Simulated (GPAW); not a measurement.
# Dielectric function and optical constants of CuI (Marshite)

Aim: the dielectric function of CuI (Marshite), and the optical constants that follow from it. The cell comes from an older database entry, whose edges can differ from later determinations, mostly by under a per cent.

Method: DFT, PBE, plane-wave PAW (GPAW data sets), scalar-relativistic, RPA, optical limit, in GPAW 26.7.0.

The database entry behind the starting cell differs from later determinations by our own check (about 0.15 % long (mineral sample)), so it need not match the best structure at ambient conditions.

**1. Set-up**

The structure is cubic, space group F-43m (No. 216). Conventional cell: a = 6.063 Å, b = 6.063 Å, c = 6.063 Å, α = 90.00°, β = 90.00°, γ = 90.00°. I has 4 Cu at 2.63 Å nearest. Nearest to Cu lie 4 I at 2.63 Å. Farther neighbours and most contacts between anions are not listed.

Structure file:

```xyz
2
Lattice="0.0000 3.0315 3.0315 3.0315 0.0000 3.0315 3.0315 3.0315 0.0000" Properties=species:S:1:pos:R:3 pbc="T T T"
I     0.0000    0.0000    0.0000
Cu    4.5473    4.5473    4.5473
```

**2. Dielectric function, RPA**

Local fields let the induced charge screen the field inside the cell, which as a rule lowers ε, most along directions where the density is uneven.

df.py

```python
from gpaw.response.df import DielectricFunction

df = DielectricFunction('full.gpw', frequencies={'type': 'nonlinear', 'domega0': 0.03, 'omega2': 8},
                        ecut=50,
                        eta=0.15,
                        nbands=36,
                        txt='df.txt')
for direction in ['x']:
    df.get_dielectric_function(xc='RPA', direction=direction, filename=f'df_{direction}.csv')
```

Command:

```bash
OMP_NUM_THREADS=1 python df.py
```

The log of the run:

```text
Using integrator: PointIntegrator
NonLinearFrequencyDescriptor(from 0.000 to 49.084 eV, 463 points)
Nonperiodic BCs:  [False False False]
Using integrator: PointIntegrator
NonLinearFrequencyDescriptor(from 0.000 to 49.084 eV, 463 points)
Nonperiodic BCs:  [False False False]

Calculating chi0 body with:
    Ground state adapter containing:
    Number of spins: 1
    Number of kpoints: 1000
    Number of irreducible kpoints: 47
    Number of completely occupied states: 9
    Number of partially occupied states: 9

    Linear response parametrization:
    q_c: [0.0, 0.0, 0.0]
    Number of frequency points: 463
    Planewave cutoff: 50.0
    Number of bands: 36
    Number of planewaves: 59
    Broadening (eta): 0.15

Integrating chi0 body.

Symmetries of q_c:
    Direct symmetries (Uq -> q): 24
    Indirect symmetries (TUq -> q): 24
In total 48 allowed symmetries.

47 groups of equivalent kpoints. 95.3% reduction.

Integral kind: spectral function

Calculating chi0 optical extensions with:
    Ground state adapter containing:
    Number of spins: 1
    Number of kpoints: 1000
    Number of irreducible kpoints: 47
    Number of completely occupied states: 9
    Number of partially occupied states: 9

    Linear response parametrization:
    Number of frequency points: 463
    Planewave cutoff: 50.0
    Number of bands: 36
    Number of planewaves: 59
    Broadening (eta): 0.15
Integrating chi0 head and wings.

Symmetries of q_c:
    Direct symmetries (Uq -> q): 24
    Indirect symmetries (TUq -> q): 24
In total 48 allowed symmetries.

47 groups of equivalent kpoints. 95.3% reduction.

Integral kind: spectral function wings
```

Elapsed: 18 s, on 1 thread of Arm Neoverse N1, shared host; peak memory 0.3 GiB.

This step gave:

| Quantity | Value |
| --- | --- |
| electronic dielectric constant ε∞, mean over x, y and z (by symmetry where fewer were run) | 6.079 |
| main peak of Im epsilon, first axis | 7.318 eV |

Some rows of df_x.csv (energy; Re and Im without local fields; Re and Im with them):

```text
0.000000, 6.711490, 0.000000, 6.079281, -0.000000
0.429336, 6.796694, 0.065599, 6.162065, 0.064035
0.878195, 7.145284, 0.261294, 6.504586, 0.261206
1.347938, 7.160952, 0.528038, 6.488628, 0.530038
1.840057, 7.061420, 1.312756, 6.338094, 1.332045
2.356191, 7.865176, 1.925119, 7.072950, 1.921681
2.898142, 7.223280, 3.813155, 6.365444, 3.826173
3.467895, 6.122005, 3.838231, 5.054685, 3.958878
4.067647, 8.175696, 6.060791, 6.718638, 5.592208
4.699832, 3.461219, 7.481794, 2.431467, 6.679166
5.367152, 4.935099, 5.201297, 3.438108, 3.842872
6.072622, 3.873245, 8.242026, 3.583721, 5.712165
6.819608, 1.526357, 9.915383, 2.702468, 6.795944
7.611886, -3.189520, 4.283702, -2.706151, 4.512589
8.453705, -0.476279, 4.370477, -0.048162, 3.047574
9.349861, -1.358485, 3.812975, 0.018877, 3.003250
10.305790, -1.496954, 2.019758, -0.756661, 2.176355
11.327680, -0.828825, 1.246309, -0.536829, 1.289591
12.422601, -0.624522, 1.059921, -0.350198, 1.147881
13.598673, -0.299288, 0.866863, -0.095436, 0.898541
```

The Im ε, E ∥ x has structure finer than the step of the table below, so its rows give means over 0.5 eV, whole bins alone (the curve runs from 0 to 14.0 eV). Peaks (eV: height): 3.34: 4.58, 4.65: 6.90, 7.32: 7.51.

Values under the direct gap are tails of Lorentzian lines. Im ε, E ∥ x against photon energy; means over each step:

| photon energy (eV) | Im ε, E ∥ x |
| --- | --- |
| 0.5 | 0.0848 |
| 1.0 | 0.481 |
| 1.5 | 0.879 |
| 2.0 | 1.35 |
| 2.5 | 2.19 |
| 3.0 | 3.55 |
| 3.5 | 3.73 |
| 4.0 | 4.84 |
| 4.5 | 6.44 |
| 5.0 | 4.21 |
| 5.5 | 4.03 |
| 6.0 | 5.54 |
| 6.5 | 5.75 |
| 7.0 | 6.94 |
| 7.5 | 5.81 |
| 8.0 | 2.85 |
| 8.5 | 2.91 |
| 9.0 | 2.80 |
| 9.5 | 3.14 |
| 10.0 | 2.55 |
| 10.5 | 2.09 |
| 11.0 | 1.48 |
| 11.5 | 1.20 |
| 12.0 | 1.25 |
| 12.5 | 1.10 |
| 13.0 | 1.02 |
| 13.5 | 0.934 |

The Re ε, E ∥ x by photon energy:

| photon energy (eV) | Re ε, E ∥ x |
| --- | --- |
| 0.0 | 6.08 |
| 0.5 | 6.19 |
| 1.0 | 6.63 |
| 1.5 | 6.88 |
| 2.0 | 6.75 |
| 2.5 | 7.11 |
| 3.0 | 6.22 |
| 3.5 | 5.04 |
| 4.0 | 7.07 |
| 4.5 | 4.41 |
| 5.0 | 2.34 |
| 5.5 | 3.83 |
| 6.0 | 3.72 |
| 6.5 | 2.25 |
| 7.0 | 1.05 |
| 7.5 | -2.67 |
| 8.0 | -1.08 |
| 8.5 | -0.143 |
| 9.0 | -0.141 |
| 9.5 | -0.121 |
| 10.0 | -1.02 |
| 10.5 | -0.843 |
| 11.0 | -0.811 |
| 11.5 | -0.508 |
| 12.0 | -0.180 |
| 12.5 | -0.323 |
| 13.0 | -0.204 |
| 13.5 | -0.115 |

The Im ε, E ∥ x has structure finer than the step of the table below, so its rows give means over 0.5 eV, whole bins alone (the curve runs from 0 to 14.0 eV). Peaks (eV: height): without local fields 3.34: 4.56, 4.65: 7.83, 6.87: 9.93; with local fields 3.34: 4.58, 4.65: 6.90, 7.32: 7.51.

Values under the direct gap are tails of Lorentzian lines. Im ε, E ∥ x against photon energy; means over each step:

| photon energy (eV) | without local fields | with local fields |
| --- | --- | --- |
| 0.5 | 0.0864 | 0.0848 |
| 1.0 | 0.476 | 0.481 |
| 1.5 | 0.872 | 0.879 |
| 2.0 | 1.34 | 1.35 |
| 2.5 | 2.21 | 2.19 |
| 3.0 | 3.58 | 3.55 |
| 3.5 | 3.71 | 3.73 |
| 4.0 | 5.23 | 4.84 |
| 4.5 | 7.25 | 6.44 |
| 5.0 | 5.11 | 4.21 |
| 5.5 | 5.72 | 4.03 |
| 6.0 | 8.06 | 5.54 |
| 6.5 | 7.98 | 5.75 |
| 7.0 | 9.01 | 6.94 |
| 7.5 | 5.73 | 5.81 |
| 8.0 | 3.35 | 2.85 |
| 8.5 | 4.09 | 2.91 |
| 9.0 | 3.80 | 2.80 |
| 9.5 | 3.54 | 3.14 |
| 10.0 | 2.33 | 2.55 |
| 10.5 | 1.82 | 2.09 |
| 11.0 | 1.34 | 1.48 |
| 11.5 | 1.20 | 1.20 |
| 12.0 | 1.29 | 1.25 |
| 12.5 | 1.06 | 1.10 |
| 13.0 | 1.00 | 1.02 |
| 13.5 | 0.916 | 0.934 |

Values under the direct gap are tails of Lorentzian lines. Table of loss function −Im 1/ε at q → 0, E ∥ x by energy loss; read off at these points:

| energy loss (eV) | loss function −Im 1/ε at q → 0, E ∥ x |
| --- | --- |
| 0.00 | 0 |
| 0.50 | 0.00205 |
| 1.00 | 0.0107 |
| 1.50 | 0.0142 |
| 2.00 | 0.0250 |
| 2.50 | 0.0374 |
| 3.00 | 0.0653 |
| 3.50 | 0.0945 |
| 4.00 | 0.0665 |
| 4.50 | 0.107 |
| 5.00 | 0.190 |
| 5.50 | 0.131 |
| 6.00 | 0.124 |
| 6.50 | 0.156 |
| 7.00 | 0.141 |
| 7.50 | 0.139 |
| 8.00 | 0.310 |
| 8.50 | 0.323 |
| 9.00 | 0.365 |
| 9.50 | 0.309 |
| 10.00 | 0.336 |
| 10.50 | 0.403 |
| 11.00 | 0.523 |
| 11.50 | 0.704 |
| 11.71 | 0.853 |
| 12.00 | 0.780 |
| 12.50 | 0.858 |
| 12.67 | 0.989 |
| 13.00 | 0.924 |
| 13.50 | 1.04 |

Refractive index n and extinction k against photon energy:

| photon energy (eV) | n | k |
| --- | --- | --- |
| 0.0 | 2.47 | 0 |
| 0.5 | 2.49 | 0.0158 |
| 1.0 | 2.58 | 0.0916 |
| 1.5 | 2.63 | 0.129 |
| 2.0 | 2.61 | 0.225 |
| 2.5 | 2.69 | 0.380 |
| 3.0 | 2.57 | 0.620 |
| 3.5 | 2.38 | 0.779 |
| 4.0 | 2.80 | 0.890 |
| 4.5 | 2.46 | 1.28 |
| 5.0 | 1.85 | 1.04 |
| 5.5 | 2.15 | 0.889 |
| 6.0 | 2.28 | 1.22 |
| 6.5 | 2.02 | 1.36 |
| 7.0 | 2.01 | 1.73 |
| 7.5 | 1.40 | 2.15 |
| 8.0 | 0.986 | 1.43 |
| 8.5 | 1.21 | 1.27 |
| 9.0 | 1.14 | 1.20 |
| 9.5 | 1.25 | 1.29 |
| 10.0 | 0.932 | 1.38 |
| 10.5 | 0.856 | 1.26 |
| 11.0 | 0.657 | 1.11 |
| 11.5 | 0.633 | 0.953 |
| 12.0 | 0.738 | 0.851 |
| 12.5 | 0.630 | 0.848 |
| 13.0 | 0.655 | 0.796 |
| 13.5 | 0.646 | 0.730 |

Optical constants at common wavelengths, from n + ik = √ε:

| wavelength (nm) | n | k | R (%) | 1/α |
| --- | --- | --- | --- | --- |
| 1550 | 2.53 | 0.038 | 18.8 | 3.2 µm |
| 1064 | 2.54 | 0.152 | 19.0 | 555 nm |
| 800 | 2.65 | 0.155 | 20.6 | 410 nm |
| 633 | 2.59 | 0.219 | 19.8 | 230 nm |
| 532 | 2.68 | 0.351 | 21.6 | 120 nm |
| 405 | 2.62 | 0.590 | 22.1 | 55 nm |
| 308 | 2.80 | 0.936 | 26.9 | 26 nm |

Below the direct gap, k and the depth come from the tails of the Lorentzian lines, not from transitions.

Rows near the edge hang on the gap, which this functional as a rule makes too small, and phonon-assisted absorption is left out.

**3. Outcome**

```
electronic dielectric constant ε∞, mean over x, y and z (by symmetry where fewer were run) (RPA) : 6.08
main peak of Im epsilon, first axis                                                              : 7.32 eV
```

At this level (PBE, RPA) CuI has ε∞ = 6.08 and n = 2.53 at 1550 nm, and Im ε peaks at 7.3 eV. Local fields change the static value along x from 6.71 to 6.08 (-9 %). Distinct maxima of Im ε, read by a parabola through the highest points, lie at 4.64 eV (6.9), 6.27 eV (6.1), 6.91 eV (7.3) and 7.32 eV (7.5). Excitons and phonon-assisted transitions are missing; PBE gaps are as a rule too small, which pulls the onset down and ε∞ up. Spin-orbit coupling is left out although heavy atoms are present. The sum runs over mesh points, so small or evenly spaced maxima can still be ripples of the mesh. In this version of GPAW the matrix elements of the optical limit are incomplete, which can lower ε − 1 by up to a tenth where first-row anions or d states rule, and shift it by more in d metals.

[Machine, clock and banner lines and Python warnings are left out of the logs.]

[Logs are printed without paths, hosts, clocks, repeated set-up lines and the standing remarks that a program may print on its own settings, such as how far it seeks lower states.]

[Hosts, paths, dates, database ids (printed as entryN), source tags and the programs' standing remarks are cut or masked in the printed files.]
